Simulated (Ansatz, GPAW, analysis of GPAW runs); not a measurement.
# Hyperfine coupling of the neutral SiVN centre in diamond (PBE) (GPAW)

Aim: the hyperfine coupling of the neutral SiVN centre in diamond, to be set beside the measurement. Set-up: PBE, plane waves 650 eV, 64-site cell, PBE lattice, k: the zone centre alone then 2x2x2 shifted, start relaxed with Ansatz. The model is a cell of 64 host atoms with 1 site emptied, Si put on another atom's site and N put on another atom's site. The isotropic coupling follows from the spin density at the nucleus, the nuclear g-factor and the total spin. This set-up takes another basis size than the usual one.

Measured beforehand: Isotropic 14N coupling, printed as -3.586 MHz: -3.556 MHz, by X-band EPR (“Doubly-charged silicon vacancy center, photochromism, and Si-N complexes in co-doped diamond”, 2020, arxiv:2002.01712).

Calculated with GPAW 26.7.0; GPAW plane-wave PAW DFT, PBE; relaxation of all atoms of a defect supercell.

### 1. Starting point

The cell holds 63 atoms: 61 C, 1 N and 1 Si. Its edges and angles: a = 7.141 Å, b = 7.141 Å, c = 7.141 Å, α = 90.0°, β = 90.0°, γ = 90.0°. It derives from C (space group Fd-3m). Nearest the centre at fractional (0.219, 0.219, 0.344): N4 at 1.04 Å, Si7 at 1.07 Å, C10 at 1.97 Å, C9 at 1.98 Å, C6 at 2.09 Å, C5 at 2.10 Å, C1 at 2.28 Å, C41 at 2.30 Å.

The host's primitive cell comes from a first run (GPAW plane-wave PAW DFT, PBE; relaxation of cell and atoms of a defect-free cell): vectors of 2.525, 2.525 and 2.525 Å. That is 5.69 Å³ an atom, 0.3 % over the diffraction cell's volume. The supercell is built on it.

This program's steps are dear, so the start below was first relaxed with Ansatz (plane-wave PAW DFT, PBE; 11 s).

### 2. Relaxation, charge 0

Every later number rests on the structure around the defect, so the atoms are relaxed at the host's lattice first.

The input, run.py:

```python
import numpy as np
from ase.io import read, write
from ase.parallel import parprint, world
from gpaw import GPAW, PW
from ase.optimize import BFGS

atoms = read('POSCAR')
magmoms = np.zeros(len(atoms))
magmoms[[3, 6, 9, 8]] = 1 / 4
atoms.set_initial_magnetic_moments(magmoms)
calc = GPAW(mode=PW(650),
            xc='PBE',
            kpts={'size': (1, 1, 1), 'gamma': True},
            occupations={'name': 'fermi-dirac', 'width': 0.01, 'fixmagmom': True},
            nbands=135,
            convergence={'density': 1e-05, 'forces': 0.001},
            maxiter=150,
            symmetry='off',
            txt='gpaw.txt')
atoms.calc = calc
opt = BFGS(atoms, trajectory='relax.traj', logfile='-')
done = opt.run(fmax=0.02, steps=80)
parprint('Converged:', done)
energy = atoms.get_potential_energy()
forces = atoms.get_forces()
parprint(f'Energy: {energy:.6f} eV, largest force {np.linalg.norm(forces, axis=1).max():.4f} eV/A')
calc.write('gs.gpw')
write('final.xyz', atoms)
parprint('Moments:', atoms.get_magnetic_moments().round(3))
for s in range(calc.get_number_of_spins()):
    parprint('Levels (eV), spin', s, calc.get_eigenvalues(kpt=0, spin=s)[-16:].round(3))
```

The input, POSCAR:

```
C  N  C  Si C 
 1.0000000000000000
     7.1411340967604433   -0.0000000000000009    0.0000000000000000
     0.0000000000000000    7.1411340967604406    0.0000000000000000
     0.0000000000000000   -0.0000000000000018    7.1411340967604424
 C   N   C   Si  C  
   3   1   2   1  56
Direct
  0.0015865060996000  0.0026021993248687  0.2552905563484328
  0.0045220877697419  0.2537173532142606  0.0052688985877636
  0.2526959602825420  0.0055437294891299  0.0052703442076658
  0.1206494274373095  0.1216670831724855  0.3906048106209019
  0.1245211024596462  0.3897896558254403  0.1245374972531329
  0.3887729433361743  0.1255405792339262  0.1245418064918122
  0.3217708615871267  0.3227668018748579  0.3114784072550477
 -0.0001401830569174  0.0008818837240455  0.7534773465595884
 -0.0046144259085901  0.2471258285854520  0.5051970359379747
  0.2461128601272399 -0.0036011863803446  0.5052049978087251
  0.2493730857362174  0.2503927814923822  0.7513937032864337
  0.1264926555089504  0.1275085927567187  0.8785781082500398
  0.1199699118142357  0.3752883620576520  0.6273545780585046
  0.3742707582743031  0.1209800061184672  0.6273600697868892
  0.3743399940799788  0.3753553271354187  0.8736069853121794
 -0.0033883877173107  0.5051261817173919  0.2493862924694020
 -0.0001025389903676  0.7532473482284950  0.0012678606302701
  0.2487070509135734  0.5055536994161868 -0.0030165246012017
  0.2497662427998238  0.7509567990091494  0.2498638275785120
  0.1192366335046991  0.6281389858383606  0.3754815739934591
  0.1272206917784629  0.8793457647102861  0.1281176878294158
  0.3765230128196308  0.6301271490844457  0.1182801643441907
  0.3732569592215724  0.8750674057497773  0.3737414283933461
 -0.0036097670830407  0.5005241164568243  0.7512366824191533
 -0.0036031270253387  0.7509794562189565  0.5013426155328706
  0.2342292027289400  0.5000506636383804  0.5010976132824217
  0.2483289780089612  0.7501630470139606  0.7498929643672984
  0.1234283358484253  0.6280298013344476  0.8730093644782763
  0.1224912482599597  0.8735885600212210  0.6273845627716420
  0.3709116563874627  0.6207220576185838  0.6201601801474332
  0.3753171012452970  0.8760343363034933  0.8745575054805083
  0.5041103728905250 -0.0023704439331064  0.2493839615431426
  0.5045348550140045  0.2497314500310167 -0.0030176766869883
  0.7522287104469254  0.0009180330131536  0.0012691384746135
  0.7499409555401654  0.2507891388776903  0.2498609156512514
  0.6271278054201470  0.1202460589458359  0.3754827754025187
  0.6291149222702039  0.3775416570558997  0.1182791825118026
  0.8783290806278173  0.1282381578471347  0.1281190215656767
  0.8740525361729047  0.3742712186888892  0.3737412330175091
  0.4995025498010308 -0.0025910388349101  0.7512417080343490
  0.4990203644488226  0.2352495269950253  0.5010956182069541
  0.7499595759311986 -0.0025833171445159  0.5013426888021898
  0.7491428107897514  0.2493466859825943  0.7498909783248414
  0.6270149740539979  0.1244421752321207  0.8730114613433022
  0.6197080854069866  0.3719211533184425  0.6201586932063814
  0.8725731331043878  0.1235045374137497  0.6273852823431089
  0.8750225535595716  0.3763269310235107  0.8745536199577297
  0.5005604997911526  0.5015860209021616  0.2343837000501247
  0.5001393883855205  0.7525990140760984 -0.0031598688569891
  0.7515814893136721  0.5011596355110749 -0.0031627864551544
  0.7489108558577627  0.7499299313649658  0.2494813392508430
  0.6207325832194659  0.6217503550317856  0.3706253430797746
  0.6268873152014497  0.8741746072600817  0.1235139420641410
  0.8731602406153269  0.6278964272495150  0.1235143274180285
  0.8740113905943859  0.8750215200755324  0.3760469609216320
  0.4972721505886469  0.4982904473178643  0.7466247222396675
  0.4966507190228573  0.7470485046368259  0.4977592434300354
  0.7460281644022922  0.4976678471676630  0.4977606451243401
  0.7484332205556202  0.7494491367594319  0.7493213988291588
  0.6237686733740556  0.6247822110311363  0.8715936113902986
  0.6229937253354200  0.8724589859569969  0.6238805205212991
  0.8714449865193316  0.6240070904076372  0.6238800172820645
  0.8749388434962896  0.8759517257539777  0.8756156021302647
```

On the command line:

```
OMP_NUM_THREADS=1 mpirun -n 4 gpaw python run.py > stdout
```

What it wrote:

```text
__  _  _
 | _ |_)|_||  |
 |__||  | ||/\| - 26.7.0

Input parameters:
  mode=PW(ecut=650.0),
  convergence={'density': 1e-05, 'forces': 0.001},
  kpts=MonkhorstPack(size=(1, 1, 1), gamma=True),
  maxiter=150,
  nbands=135,
  occupations=Occupations(name='fermi-dirac', width=0.01, fixmagmom=True),
  symmetry=Symmetry(point_group=False, time_reversal=False),
  xc=XC(name='PBE')

Diagonalizing LCAO Hamiltonian
Converting LCAO to pw mode

                 C        C
            C  C     C C
         C   C C  C   C C
          C C   C C  C   C
       C  CC     C C      C
            CCC C   C CC
        C    C C C     CC
         CNC  Si  C C C
          C     C  C C   C
       C   C  C C   C C
        C     C  C     C
            C       C

Atoms  # Å, Bohr magnetons
|    | symbol |         x |         y |         z |    initial magnetic moments |
|----|--------|-----------|-----------|-----------|-----------------------------|
|  0 |      C |  0.011329 |  0.018583 |  1.823064 | ( 0.0000,  0.0000,  0.0000) |
|  1 |      C |  0.032293 |  1.811830 |  0.037626 | ( 0.0000,  0.0000,  0.0000) |
|  2 |      C |  1.804536 |  0.039589 |  0.037636 | ( 0.0000,  0.0000,  0.0000) |
|  3 |      N |  0.861574 |  0.868841 |  2.789361 | ( 0.0000,  0.0000,  0.2500) |
|  4 |      C |  0.889222 |  2.783540 |  0.889339 | ( 0.0000,  0.0000,  0.0000) |
|  5 |      C |  2.776280 |  0.896502 |  0.889370 | ( 0.0000,  0.0000,  0.0000) |
|  6 |     Si |  2.297809 |  2.304921 |  2.224309 | ( 0.0000,  0.0000,  0.2500) |
|  7 |      C | -0.001001 |  0.006298 |  5.380683 | ( 0.0000,  0.0000,  0.0000) |
|  8 |      C | -0.032952 |  1.764759 |  3.607680 | ( 0.0000,  0.0000,  0.2500) |
|  9 |      C |  1.757525 | -0.025717 |  3.607737 | ( 0.0000,  0.0000,  0.2500) |
| 10 |      C |  1.780807 |  1.788088 |  5.365803 | ( 0.0000,  0.0000,  0.0000) |
| 11 |      C |  0.903301 |  0.910556 |  6.274044 | ( 0.0000,  0.0000,  0.0000) |
| 12 |      C |  0.856721 |  2.679985 |  4.480023 | ( 0.0000,  0.0000,  0.0000) |
| 13 |      C |  2.672718 |  0.863934 |  4.480062 | ( 0.0000,  0.0000,  0.0000) |
| 14 |      C |  2.673212 |  2.680463 |  6.238545 | ( 0.0000,  0.0000,  0.0000) |
| 15 |      C | -0.024197 |  3.607174 |  1.780901 | ( 0.0000,  0.0000,  0.0000) |
| 16 |      C | -0.000732 |  5.379040 |  0.009054 | ( 0.0000,  0.0000,  0.0000) |
| 17 |      C |  1.776050 |  3.610227 | -0.021541 | ( 0.0000,  0.0000,  0.0000) |
[...]
Unit cell  # Å
| periodic |        x |         y |        z |  lengths |    angles |
|----------|----------|-----------|----------|----------|-----------|
|      yes | 7.141134 | -0.000000 | 0.000000 | 7.141134 | 90.000000 |
|      yes | 0.000000 |  7.141134 | 0.000000 | 7.141134 | 90.000000 |
|      yes | 0.000000 | -0.000000 | 7.141134 | 7.141134 | 90.000000 |

Number of symmetries: 1
Symmetry operations  # r_c * U_cc + t_c -> r_c
|   | kind |            matrix            |
|---|------|------------------------------|
| 0 |  E   |  1, 0, 0,  0, 1, 0,  0, 0, 1 |

BZ-sampling:
  Number of BZ points: 1
  Number of IBZ points: 1

  Monkhorst-Pack size: [1, 1, 1]
  Monkhorst-Pack shift: [0, 0, 0]

K-points  # in reciprocal-cell coordinates
|   |                                coordinates |     weight |
|---|--------------------------------------------|------------|
| 0 | (  0.00000000,   0.00000000,   0.00000000) | 1.00000000 |

Plane wave coefficients: 6807
Cutoff: 650.0 eV

Spin-components: 2 (collinear spins)
Bands:           135
Projectors:      315
Spin-degeneracy: 1
Datatype:        float64

Density:
  Valence electrons: 253.0
  Components: 2
  Grid points: [42 42 42]
  Charge: 0.0  # |e|

Potential:
  Grid points: [42 42 42]

species:
  C:
    name:    Carbon
    Z:       6.0
    valence: 4
    core:    2
    charge:  0.0  # [|e|]
    compensation charges:
      type: gauss
      rc: 0.20  # [Å]
      lmax: 2
    cutoffs:
      filter: 1.14  # [Å]
      core: 1.14  # [Å]
    projectors
    | kind |    occ | energy [eV] | rcut [Å] |
    |------|--------|-------------|----------|
    |   2s |  2.000 |     -13.751 |    0.635 |
    |   2p |  2.000 |      -5.284 |    0.635 |
    |    s |        |      13.461 |    0.635 |
    |    p |        |      21.927 |    0.635 |
    |    d |        |       0.000 |    0.635 |

    Using partial waves for C as LCAO basis

  N:
    name:    Nitrogen
    Z:       7.0
    valence: 5
    core:    2
    charge:  0.0  # [|e|]
    compensation charges:
      type: gauss
      rc: 0.18  # [Å]
      lmax: 2
    cutoffs:
      filter: 1.11  # [Å]
      core: 0.96  # [Å]
    projectors
    | kind |    occ | energy [eV] | rcut [Å] |
    |------|--------|-------------|----------|
    |   2s |  2.000 |     -18.583 |    0.603 |
    |   2p |  3.000 |      -7.089 |    0.529 |
    |    s |        |       8.629 |    0.603 |
    |    p |        |      20.123 |    0.529 |
    |    d |        |       0.000 |    0.577 |

    Using partial waves for N as LCAO basis

  Si:
    name:    Silicon
    Z:       14.0
    valence: 4
    core:    10
    charge:  0.0  # [|e|]
    compensation charges:
      type: gauss
      rc: 0.33  # [Å]
      lmax: 2
    cutoffs:
      filter: 1.86  # [Å]
      core: 2.06  # [Å]
    projectors
    | kind |    occ | energy [eV] | rcut [Å] |
    |------|--------|-------------|----------|
    |   3s |  2.000 |     -10.812 |    1.058 |
    |   3p |  2.000 |      -4.081 |    1.058 |
    |    s |        |      16.399 |    1.058 |
    |    p |        |      23.130 |    1.058 |
    |    d |        |       0.000 |    1.058 |

    Using partial waves for Si as LCAO basis

Reference energy: -72053.380799  # eV

eigensolver:
  PPCG
  Converge bands: occupied
  niter=2

density mixing:
  MSR1-Mixer
  Pratt-step length: 0.05
  Maximum mixing coefficient: 0.75
  Old densities: 10
  SVD Regularization: 0.005
  Good broyden scale: 1.0
  Trust region scale: 1.0
  Backstep threshold: 4.0
  History deletion threshold: 6.0
  Fourier metric: weight=20.0, sigma=0.015

occupation numbers:
  Fixed magnetic moment: 1.000
  Fermi-Dirac:
    width: 0.0100  # eV

poisson solver:
  ecut: 5200.0  # eV

xc functional:
  name: PBE with 2 nearest neighbor stencil

Initialization done in: 16.120 s

convergence criteria:
- Maximum integral of absolute [dens]ity change: 1e-05 electrons / valence electron
- Maximum change in the atomic [forces] across last 2 cycles: 0.001 eV/Ang OR
Maximum error relative to the maximum force is below inf
- Maximum [total energy] change in last 3 cyles: 0.0005 eV / valence electron
[...]
|  3 |      N |  0.861428 |  0.868648 |  2.789353 | ( 0.0000,  0.0000,  0.0007) |
[...]
|  6 |     Si |  2.297415 |  2.304589 |  2.224282 | ( 0.0000,  0.0000,  0.0230) |
[...]
Unit cell  # Å
| periodic |        x |         y |        z |  lengths |    angles |
|----------|----------|-----------|----------|----------|-----------|
|      yes | 7.141134 | -0.000000 | 0.000000 | 7.141134 | 90.000000 |
|      yes | 0.000000 |  7.141134 | 0.000000 | 7.141134 | 90.000000 |
|      yes | 0.000000 | -0.000000 | 7.141134 | 7.141134 | 90.000000 |

Initialization done in: 1.763 s

convergence criteria:
- Maximum integral of absolute [dens]ity change: 1e-05 electrons / valence electron
- Maximum change in the atomic [forces] across last 2 cycles: 0.001 eV/Ang OR
Maximum error relative to the maximum force is below inf
- Maximum [total energy] change in last 3 cyles: 0.0005 eV / valence electron
- Maximum integral of absolute [eigenst]ate change: 4e-08 eV^2 / valence electron
maximum number of iterations: 150

SCF iterations
|iter     | |      energy | eigst |  dens |force |  magmom |
|---------|-|-------------|-------|-------|------|---------|
|iter:   1| | -557.946050c| -5.67 |       |      |  +0.9999|
|iter:   2| | -557.946040c| -7.35 | -4.06 |      |  +0.9999|
|iter:   3| | -557.946011c| -6.32 | -4.12 |      |  +1.0000|
|iter:   4| | -557.946010c| -7.34 | -4.51 |      |  +1.0000|
|iter:   5| | -557.946010c| -7.70c| -4.83 |      |  +1.0000|
|iter:   6| | -557.946010c| -8.18c| -5.14c|-1.41 |  +1.0000|
|iter:   7| | -557.946010c| -8.80c| -5.52c|-3.59c|  +1.0000|

Converged in 7 steps
SCF loop duration: 20.627 s (2.947 s/step)
Energy contributions relative to reference atoms: (reference = -72053.380799)

Energy contributions:
  Kinetic:         537.121357
  Coulomb:        -492.727038
  Zero:              1.168811
  External:          0.000000
  Xc:             -603.509140
  Entropy:          -0.000000
  Spinorbit:         0.000000
  ----------------------------
  Free energy:    -557.946010
  Extrapolated:   -557.946010

dipole moment: (54.509555, -0.205914, -0.133570)  # |e|*Ang

Total magnetic moment: (0.000000, 0.000000, 0.999999)

Local magnetic moments
|        x |        y |        z |
|----------|----------|----------|
[...]
Fermi levels: 14.294, 12.856
Eigenvalues  # (at kpt = [0.000, 0.000, 0.000])
| band index |      eig [eV] | occ [0-1] |      eig [eV] | occ [0-1] |
|------------|---------------|-----------|---------------|-----------|
[...]
|        ... |               |           |               |           |
[...]
Gap: 2.689 eV
Transition (v -> c):
  (s=1, k=0, n=126, [0.00, 0.00, 0.00]) -> (s=0, k=0, n=127, [0.00, 0.00, 0.00])
No difference between direct/indirect transitions

Forces  # eV/Ang
|        x |        y |        z |
|----------|----------|----------|
[...]
C        C
            C  C     C C
         C   C C  C   C C
          C C   C C  C   C
       C  CC     C C      C
            CCC C   C CC
        C    C C C     CC
         CNC  Si  C C C
          C     C  C C   C
       C   C  C C   C C
        C     C  C     C
            C       C

Atoms  # Å, Bohr magnetons
|    | symbol |         x |         y |         z |    initial magnetic moments |
|----|--------|-----------|-----------|-----------|-----------------------------|
[...]
|  3 |      N |  0.861261 |  0.868454 |  2.789368 | ( 0.0000,  0.0000,  0.0007) |
[...]
|  6 |     Si |  2.297043 |  2.304283 |  2.224168 | ( 0.0000,  0.0000,  0.0229) |
[...]
| 55 |      C |  3.551155 |  3.558406 |  5.331765 | ( 0.0000,  0.0000,  0.0038) |
| 56 |      C |  3.546717 |  5.334814 |  3.554531 | ( 0.0000,  0.0000,  0.0012) |
| 57 |      C |  5.327549 |  3.553966 |  3.554525 | ( 0.0000,  0.0000,  0.0012) |
| 58 |      C |  5.344715 |  5.351969 |  5.350989 | ( 0.0000,  0.0000,  0.0028) |
| 59 |      C |  4.454359 |  4.461618 |  6.224173 | ( 0.0000,  0.0000,  0.0026) |
| 60 |      C |  4.448871 |  6.230328 |  4.455213 | ( 0.0000,  0.0000,  0.0024) |
| 61 |      C |  6.223065 |  4.456128 |  4.455204 | ( 0.0000,  0.0000,  0.0024) |
| 62 |      C |  6.247992 |  6.255258 |  6.252861 | ( 0.0000,  0.0000,  0.0030) |

Unit cell  # Å
| periodic |        x |         y |        z |  lengths |    angles |
|----------|----------|-----------|----------|----------|-----------|
|      yes | 7.141134 | -0.000000 | 0.000000 | 7.141134 | 90.000000 |
|      yes | 0.000000 |  7.141134 | 0.000000 | 7.141134 | 90.000000 |
|      yes | 0.000000 | -0.000000 | 7.141134 | 7.141134 | 90.000000 |

Initialization done in: 1.843 s

convergence criteria:
- Maximum integral of absolute [dens]ity change: 1e-05 electrons / valence electron
- Maximum change in the atomic [forces] across last 2 cycles: 0.001 eV/Ang OR
Maximum error relative to the maximum force is below inf
- Maximum [total energy] change in last 3 cyles: 0.0005 eV / valence electron
- Maximum integral of absolute [eigenst]ate change: 4e-08 eV^2 / valence electron
maximum number of iterations: 150

SCF iterations
|iter     | |      energy | eigst |  dens |force |  magmom |
|---------|-|-------------|-------|-------|------|---------|
|iter:   1| | -557.946102c| -5.70 |       |      |  +1.0000|
|iter:   2| | -557.946089c| -7.39 | -4.05 |      |  +1.0000|
|iter:   3| | -557.946059c| -6.34 | -4.11 |      |  +1.0000|
|iter:   4| | -557.946058c| -7.41c| -4.52 |      |  +1.0000|
|iter:   5| | -557.946057c| -7.86c| -4.81 |      |  +1.0000|
|iter:   6| | -557.946057c| -8.25c| -5.11c|-1.65 |  +1.0000|
|iter:   7| | -557.946057c| -8.74c| -5.54c|-3.46c|  +1.0000|

Converged in 7 steps
SCF loop duration: 17.569 s (2.510 s/step)
Energy contributions relative to reference atoms: (reference = -72053.380799)

Energy contributions:
  Kinetic:         537.129254
  Coulomb:        -492.729103
  Zero:              1.168889
  External:          0.000000
  Xc:             -603.515097
  Entropy:          -0.000000
  Spinorbit:         0.000000
  ----------------------------
  Free energy:    -557.946057
  Extrapolated:   -557.946057

dipole moment: (54.496124, -0.220310, -0.145845)  # |e|*Ang

Total magnetic moment: (0.000000, 0.000000, 1.000000)

Local magnetic moments
|        x |        y |        z |
|----------|----------|----------|
[...]
Fermi levels: 14.294, 12.856
Eigenvalues  # (at kpt = [0.000, 0.000, 0.000])
| band index |      eig [eV] | occ [0-1] |      eig [eV] | occ [0-1] |
|------------|---------------|-----------|---------------|-----------|
[...]
|        ... |               |           |               |           |
[...]
|        127 |        15.910 |     0.000 |        15.926 |     0.000 |
|        128 |        16.336 |     0.000 |        16.349 |     0.000 |
|        129 |        16.348 |     0.000 |        16.358 |     0.000 |
|        130 |        16.446 |     0.000 |        16.455 |     0.000 |
|        131 |        16.514 |     0.000 |        16.525 |     0.000 |
|        132 |        16.525 |     0.000 |        16.543 |     0.000 |
|        133 |        16.616 |     0.000 |        16.627 |     0.000 |
|        134 |        16.742 |     0.000 |        16.751 |     0.000 |

Gap: 2.687 eV
Transition (v -> c):
  (s=1, k=0, n=126, [0.00, 0.00, 0.00]) -> (s=0, k=0, n=127, [0.00, 0.00, 0.00])
No difference between direct/indirect transitions

Forces  # eV/Ang
|        x |        y |        z |
|----------|----------|----------|
[...]
|  0.00024 |  0.00055 |  0.00189 |  # C   55
|  0.00097 |  0.00099 |  0.00046 |  # C   56
|  0.00103 |  0.00108 |  0.00061 |  # C   57
| -0.00044 | -0.00043 | -0.00065 |  # C   58
|  0.00055 |  0.00049 |  0.00008 |  # C   59
|  0.00036 |  0.00054 | -0.00023 |  # C   60
|  0.00072 |  0.00020 | -0.00011 |  # C   61
|  0.00044 |  0.00014 | -0.00011 |  # C   62

# Writing to gs.gpw (mode='')
```

The job ended after 1.7 min (4 MPI ranks of Intel Xeon 6975P-C (Granite Rapids), shared host; peak memory 1.7 GiB).

No atom moved by 0.005 Å in the relaxation.

Neighbours of the ideal centre at the end:

```tsv
atom	distance (Å)
N4	1.041
Si7	1.070
C10	1.972
C9	1.979
C6	2.090
C5	2.097
C1	2.277
C41	2.300
C26	2.306
```

This step gave:

```yaml
total_moment: 1.0000 μB
```

(Continued in part 2 of 2.)

[Logs are printed without paths, hosts, clocks, repeated set-up lines and the standing remarks that a program may print on its own settings, such as how far it seeks lower states.]

[Hosts, paths, dates, database ids (printed as entryN), source tags and the programs' standing remarks are cut or masked in the printed files.]

[For some hosts the program warned that the k-mesh of the response run may be too coarse for force constants and the static dielectric constant; such warnings are not shown here.]
